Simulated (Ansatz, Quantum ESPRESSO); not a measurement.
## CdF2 (Fm-3m): third-order response

Wanted: vibrational spectra of CdF2 (Fm-3m) from linear and non-linear response.

Calculated with Quantum ESPRESSO 8.0 development, patched; DFT LDA, scalar-relativistic, plane waves, PseudoDojo norm-conserving pseudopotentials.

## 1. The structure

Symmetry: Fm-3m, No. 225, cubic system. The conventional cell has a = 5.388 Å, b = 5.388 Å, c = 5.388 Å, α = 90.00°, β = 90.00°, γ = 90.00°. Cd has 8 F at 2.33 Å nearest. F has 4 Cd at 2.33 Å nearest. Farther neighbours and most contacts between anions are not listed.

Coordinates:

```cif
data_structure
_symmetry_space_group_name_H-M 'P 1'
_symmetry_Int_Tables_number 1
_cell_length_a 3.8099
_cell_length_b 3.8099
_cell_length_c 3.8099
_cell_angle_alpha 60.000
_cell_angle_beta 60.000
_cell_angle_gamma 60.000
_cell_volume 39.10
loop_
_atom_site_label
_atom_site_type_symbol
_atom_site_fract_x
_atom_site_fract_y
_atom_site_fract_z
_atom_site_occupancy
Cd1 Cd 0.00000 0.00000 0.00000 1
F2 F 0.75000 0.75000 0.75000 1
F3 F 0.25000 0.25000 0.25000 1
```

## 2. A first look

Before anything dear is run, a loose run with smearing shows whether this is a metal and how far the cell is from rest.

The input, probe.in:

```
 &control
    calculation='scf',
    prefix='x',
    outdir='./tmp',
    pseudo_dir='./pseudo',
    tprnfor=.true.,
    tstress=.true.,
    verbosity='high',
 /
 &system
    ibrav=0,
    nat=3,
    ntyp=2,
    ecutwfc=102.0,
    occupations='smearing',
    smearing='gaussian',
    degauss=0.01,
 /
 &electrons
    conv_thr=1.0d-07,
    mixing_beta=0.7,
    electron_maxstep=100,
 /
ATOMIC_SPECIES
 Cd    112.4140  Cd.upf
 F      18.9984  F.upf
CELL_PARAMETERS angstrom
    -2.694000000    0.000000000    2.694000000
     0.000000000    2.694000000    2.694000000
    -2.694000000    2.694000000    0.000000000
ATOMIC_POSITIONS crystal
 Cd     0.000000000   0.000000000   0.000000000
 F      0.750000000   0.750000000   0.750000000
 F      0.250000000   0.250000000   0.250000000
K_POINTS automatic
 6 6 6 0 0 0
```

On the command line:

```sh
OMP_NUM_THREADS=1 mpirun -n 4 pw.x -nk 4 -in probe.in > probe.out
```

Output:

```text
[banners, grids, parts of the stress and lines that vanish by symmetry left out]
Program PWSCF v.8.0dev
     In Cd.upf r*V + 2Z of the local potential adds  1.5E-02 Ry bohr^3 between 6 and 10 bohr.
     Times the mean valence density, that enters the energy per atom
[...]
kinetic-energy cutoff     =     102.0000  Ry
     charge density cutoff     =     408.0000  Ry
     scf convergence threshold =      1.0E-07
[...]
Exchange-correlation= SLA-PW-NOGX-NOGC
                           (   1   4   0   0   0   0   0)
[...]
48 Sym. Ops., with inversion, found
[...]
(     0          1          0      )
                  (     0          0          1      )
[...]
(  0.0000000  1.0000000  0.0000000 )
                  ( -0.0000000 -0.0000000  1.0000000 )
[...]
(     1          0         -1      )
[...]
(     0          1         -1      )
                  (     0          1          0      )
[...]
( -1.0000000  0.0000000  0.0000000 )
                  (  0.0000000  1.0000000 -0.0000000 )
[...]
number of k points=    16  Gaussian smearing, width (Ry)=  0.0100
[...]
End of self-consistent calculation
[...]
the Fermi energy is     7.3022 ev
!    total energy              =    -449.01339076 Ry
[...]
convergence has been achieved in   7 iterations
[...]
atom    1 type  1   force =    -0.00000000    0.00000000   -0.00000000
     atom    2 type  2   force =    -0.00000000    0.00000000   -0.00000000
     atom    3 type  2   force =     0.00000000    0.00000000   -0.00000000
[...]
Total force =     0.000000     Total SCF correction =     0.000000
[...]
total   stress  (Ry/bohr**3)                   (kbar)     P=      -57.45
[...]
XML data file, charge density, pseudopotentials, collected wavefunctions

   JOB DONE.
```

Elapsed: 6.1 s, on 4 MPI ranks of Arm Neoverse V1, shared host; 24 s of CPU time.

Numbers from this step:

- volume per atom: 13.03 Å³
- pressure: -5.745 GPa
- gap on the k-mesh: 2.840 eV

A gap of 2.8 eV opens on this mesh, so the crystal is taken as an insulator; the start stands at -5.7 GPa.

## 3. Relaxation

The relaxation runs at a cutoff a fifth above that of the response, since stress converges more slowly with the basis than frequencies do. Forces and stress are brought to rest with tight thresholds.

The input, relax.in:

```
 &control
    calculation='vc-relax',
    prefix='x',
    outdir='./tmp',
    pseudo_dir='./pseudo',
    tprnfor=.true.,
    tstress=.true.,
    forc_conv_thr=2.0d-05,
    etot_conv_thr=1.0d-07,
    nstep=40,
 /
 &system
    ibrav=0,
    nat=3,
    ntyp=2,
    ecutwfc=122,
    occupations='fixed',
    nbnd=19,
 /
 &electrons
    conv_thr=1.0d-11,
    mixing_beta=0.7,
    electron_maxstep=100,
 /
 &ions
 /
 &cell
    press_conv_thr=0.2,
 /
ATOMIC_SPECIES
 Cd    112.4140  Cd.upf
 F      18.9984  F.upf
CELL_PARAMETERS angstrom
    -2.694000000    0.000000000    2.694000000
     0.000000000    2.694000000    2.694000000
    -2.694000000    2.694000000    0.000000000
ATOMIC_POSITIONS crystal
 Cd     0.000000000   0.000000000   0.000000000
 F      0.750000000   0.750000000   0.750000000
 F      0.250000000   0.250000000   0.250000000
K_POINTS automatic
 6 6 6 0 0 0
```

On the command line:

```sh
OMP_NUM_THREADS=1 mpirun -n 4 pw.x -nk 4 -in relax.in > relax.out
```

Output:

```text
[banners, grids, parts of the stress and lines that vanish by symmetry left out]
[banner, memory and clock lines left out]
Program PWSCF v.8.0dev

[...]
kinetic-energy cutoff     =     122.0000  Ry
     charge density cutoff     =     488.0000  Ry
     scf convergence threshold =      1.0E-11
[...]
energy convergence thresh.=      1.0E-07
     force convergence thresh. =      2.0E-05
     press convergence thresh. =      2.0E-01
     Exchange-correlation= SLA-PW-NOGX-NOGC
                           (   1   4   0   0   0   0   0)
[...]
48 Sym. Ops., with inversion, found
[...]
number of k points=    16
[...]
End of self-consistent calculation
[...]
highest occupied, lowest unoccupied level (ev):     6.0785    8.9193
!    total energy              =    -449.01346755 Ry
[...]
convergence has been achieved in  12 iterations
[...]
atom    1 type  1   force =     0.00000000    0.00000000   -0.00000000
     atom    2 type  2   force =    -0.00000000   -0.00000000    0.00000000
     atom    3 type  2   force =    -0.00000000   -0.00000000    0.00000000
     Total force =     0.000000     Total SCF correction =     0.000000
[...]
total   stress  (Ry/bohr**3)                   (kbar)     P=      -56.73
[...]
number of bfgs steps    =   0
[...]
CELL_PARAMETERS (angstrom)
[...]
ATOMIC_POSITIONS (crystal)
Cd              -0.0000000000       -0.0000000000        0.0000000000
F                0.7500000000        0.7500000000        0.7500000000
F                0.2500000000        0.2500000000        0.2500000000
[...]
New effective cutoffs (rho, wfc):  496.97  124.37
[...]
End of self-consistent calculation
[...]
highest occupied, lowest unoccupied level (ev):     6.5355    9.4817
!    total energy              =    -449.01561354 Ry
[...]
convergence has been achieved in   9 iterations
[...]
atom    1 type  1   force =     0.00000000    0.00000000   -0.00000000
     atom    2 type  2   force =    -0.00000000   -0.00000000   -0.00000000
     atom    3 type  2   force =     0.00000000   -0.00000000    0.00000000
     Total force =     0.000000     Total SCF correction =     0.000000
[...]
total   stress  (Ry/bohr**3)                   (kbar)     P=      -25.89
[...]
number of bfgs steps    =   1
[...]
CELL_PARAMETERS (angstrom)
[...]
ATOMIC_POSITIONS (crystal)
Cd              -0.0000000000        0.0000000000        0.0000000000
[...]
New effective cutoffs (rho, wfc):  504.91  126.36
[...]
End of self-consistent calculation
[...]
highest occupied, lowest unoccupied level (ev):     6.9225    9.9559
!    total energy              =    -449.01609856 Ry
[...]
convergence has been achieved in  10 iterations
[...]
atom    1 type  1   force =     0.00000000   -0.00000000    0.00000000
     atom    2 type  2   force =     0.00000000    0.00000000    0.00000000
     atom    3 type  2   force =     0.00000000    0.00000000    0.00000000
     Total force =     0.000000     Total SCF correction =     0.000000
[...]
total   stress  (Ry/bohr**3)                   (kbar)     P=        2.86
[...]
number of bfgs steps    =   2
[...]
CELL_PARAMETERS (angstrom)
[...]
ATOMIC_POSITIONS (crystal)
[...]
New effective cutoffs (rho, wfc):  504.12  126.16
[...]
End of self-consistent calculation
[...]
highest occupied, lowest unoccupied level (ev):     6.8838    9.9086
!    total energy              =    -449.01610403 Ry
[...]
convergence has been achieved in   8 iterations
[...]
atom    1 type  1   force =    -0.00000000    0.00000000    0.00000000
     atom    2 type  2   force =    -0.00000000   -0.00000000   -0.00000000
     atom    3 type  2   force =    -0.00000000   -0.00000000    0.00000000
     Total force =     0.000000     Total SCF correction =     0.000000
[...]
total   stress  (Ry/bohr**3)                   (kbar)     P=       -0.12
[...]
number of bfgs steps    =   3
[...]
small trust_radius: resetting bfgs history
[...]
CELL_PARAMETERS (angstrom)
[...]
ATOMIC_POSITIONS (crystal)
[...]
New effective cutoffs (rho, wfc):  504.14  126.17
[...]
End of self-consistent calculation
[...]
highest occupied, lowest unoccupied level (ev):     6.8848    9.9099
!    total energy              =    -449.01610403 Ry
[...]
convergence has been achieved in   5 iterations
[...]
atom    1 type  1   force =     0.00000000   -0.00000000    0.00000000
     atom    2 type  2   force =    -0.00000000   -0.00000000   -0.00000000
     atom    3 type  2   force =    -0.00000000   -0.00000000    0.00000000
     Total force =     0.000000     Total SCF correction =     0.000000
[...]
total   stress  (Ry/bohr**3)                   (kbar)     P=       -0.04
[...]
bfgs converged in   5 scf cycles and   4 bfgs steps
[...]
End of BFGS Geometry Optimization
     Final enthalpy           =    -449.0161040337 Ry
     File ./tmp/x.bfgs deleted, as requested
[...]
CELL_PARAMETERS (angstrom)
[...]
ATOMIC_POSITIONS (crystal)
[...]
F                0.7500000000        0.7500000000        0.7500000000
F                0.2500000000        0.2500000000        0.2500000000
[...]
Final scf calculation at the relaxed structure.
[...]
kinetic-energy cutoff     =     122.0000  Ry
     charge density cutoff     =     488.0000  Ry
     scf convergence threshold =      1.0E-13
[...]
press convergence thresh. =      2.0E-01
     Exchange-correlation= SLA-PW-NOGX-NOGC
                           (   1   4   0   0   0   0   0)
[...]
48 Sym. Ops., with inversion, found
[...]
number of k points=    16
[...]
End of self-consistent calculation
[...]
highest occupied, lowest unoccupied level (ev):     6.8849    9.9099
!    total energy              =    -449.01609163 Ry
[...]
convergence has been achieved in  13 iterations
[...]
atom    1 type  1   force =    -0.00000000   -0.00000000    0.00000000
     atom    2 type  2   force =    -0.00000000   -0.00000000    0.00000000
     atom    3 type  2   force =    -0.00000000    0.00000000   -0.00000000
     Total force =     0.000000     Total SCF correction =     0.000000
[...]
total   stress  (Ry/bohr**3)                   (kbar)     P=       -0.02
[...]
XML data file, charge density, pseudopotentials, collected wavefunctions
```

The job ended after 65 s (4 MPI ranks).

The steps of the relaxation:

```csv
step,energy less that of the first step (eV),largest force (eV/Å),pressure (GPa),volume (Å³)
1,0.0000,0.0000,-5.67,39.10
2,-0.0292,0.0000,-2.59,37.98
3,-0.0358,0.0000,0.29,37.09
4,-0.0359,0.0000,-0.01,37.18
5,-0.0359,0.0000,0.00,37.18
6,-0.0357,0.0000,0.00,37.18
```

```csv
"conventional cell, symmetrised",before,after,change
a (Å),5.388,5.298,-1.7 %
b (Å),5.388,5.298,-1.7 %
c (Å),5.388,5.298,-1.7 %
volume (Å³/atom),13.03,12.39,-4.9 %
```

The relaxed structure:

```xyz
3
Lattice="-2.6490 0.0000 2.6490 0.0000 2.6490 2.6490 -2.6490 2.6490 0.0000" Properties=species:S:1:pos:R:3 pbc="T T T"
Cd    0.0000    0.0000    0.0000
F    -3.9735    3.9735    3.9735
F    -1.3245    1.3245    1.3245
```

The last row of the table of steps is pw.x's closing run on a basis chosen anew for the final cell, so its energy can jump.

This step gave:

| Property | Result |
| --- | --- |
| volume per atom | 12.39 Å³ |
| pressure | -0.002 GPa |
| gap on the k-mesh | 3.025 eV |

The volume changes by -4.9 % from the cell with which this run began.

## 4. Self-consistent run for the response

Perturbation theory inherits every error of the wavefunctions, so the threshold is set near the limit of the arithmetic. With a gap, occupations are fixed, which also allows the response to an electric field.

The input, scf.in:

```
 &control
    calculation='scf',
    prefix='x',
    outdir='./tmp',
    pseudo_dir='./pseudo',
    tprnfor=.true.,
    tstress=.true.,
 /
 &system
    ibrav=0,
    nat=3,
    ntyp=2,
    ecutwfc=102.0,
    occupations='fixed',
    nbnd=19,
 /
 &electrons
    conv_thr=1.0d-12,
    mixing_beta=0.7,
    electron_maxstep=100,
 /
ATOMIC_SPECIES
 Cd    112.4140  Cd.upf
 F      18.9984  F.upf
CELL_PARAMETERS angstrom
    -2.648991864    0.000000000    2.648991864
     0.000000000    2.648991864    2.648991864
    -2.648991864    2.648991864    0.000000000
ATOMIC_POSITIONS crystal
 Cd     0.000000000   0.000000000   0.000000000
 F      0.750000000   0.750000000   0.750000000
 F      0.250000000   0.250000000   0.250000000
K_POINTS automatic
 8 8 8 0 0 0
```

On the command line:

```sh
OMP_NUM_THREADS=1 mpirun -n 4 pw.x -nk 4 -in scf.in > scf.out
```

Output:

```text
[banners, grids, parts of the stress and lines that vanish by symmetry left out]
[banner, memory and clock lines left out]
Program PWSCF v.8.0dev

[...]
kinetic-energy cutoff     =     102.0000  Ry
     charge density cutoff     =     408.0000  Ry
     scf convergence threshold =      1.0E-12
[...]
Exchange-correlation= SLA-PW-NOGX-NOGC
                           (   1   4   0   0   0   0   0)
[...]
48 Sym. Ops., with inversion, found
[...]
number of k points=    29
[...]
End of self-consistent calculation
[...]
highest occupied, lowest unoccupied level (ev):     6.9065    9.9099
!    total energy              =    -449.01601556 Ry
[...]
convergence has been achieved in  12 iterations
[...]
atom    1 type  1   force =     0.00000000    0.00000000   -0.00000000
     atom    2 type  2   force =     0.00000000    0.00000000   -0.00000000
     atom    3 type  2   force =     0.00000000    0.00000000    0.00000000
     Total force =     0.000000     Total SCF correction =     0.000000
[...]
total   stress  (Ry/bohr**3)                   (kbar)     P=       -0.63
[...]
XML data file, charge density, pseudopotentials, collected wavefunctions
```

Run time: 16 s. Hardware: 4 MPI ranks.

This step gave:

- pressure: -0.063 GPa
- gap on the k-mesh: 3.003 eV

The cell stands at -0.063 GPa, close enough for phonons.

(Continued in part 2 of 3.)

[Host names and launcher messages were left out of these logs when they were recorded.]

[Logs are printed without paths, hosts, clocks, repeated set-up lines and the standing remarks that a program may print on its own settings, such as how far it seeks lower states.]

[Hosts, paths, dates, database ids (printed as entryN), source tags and the programs' standing remarks are cut or masked in the printed files.]
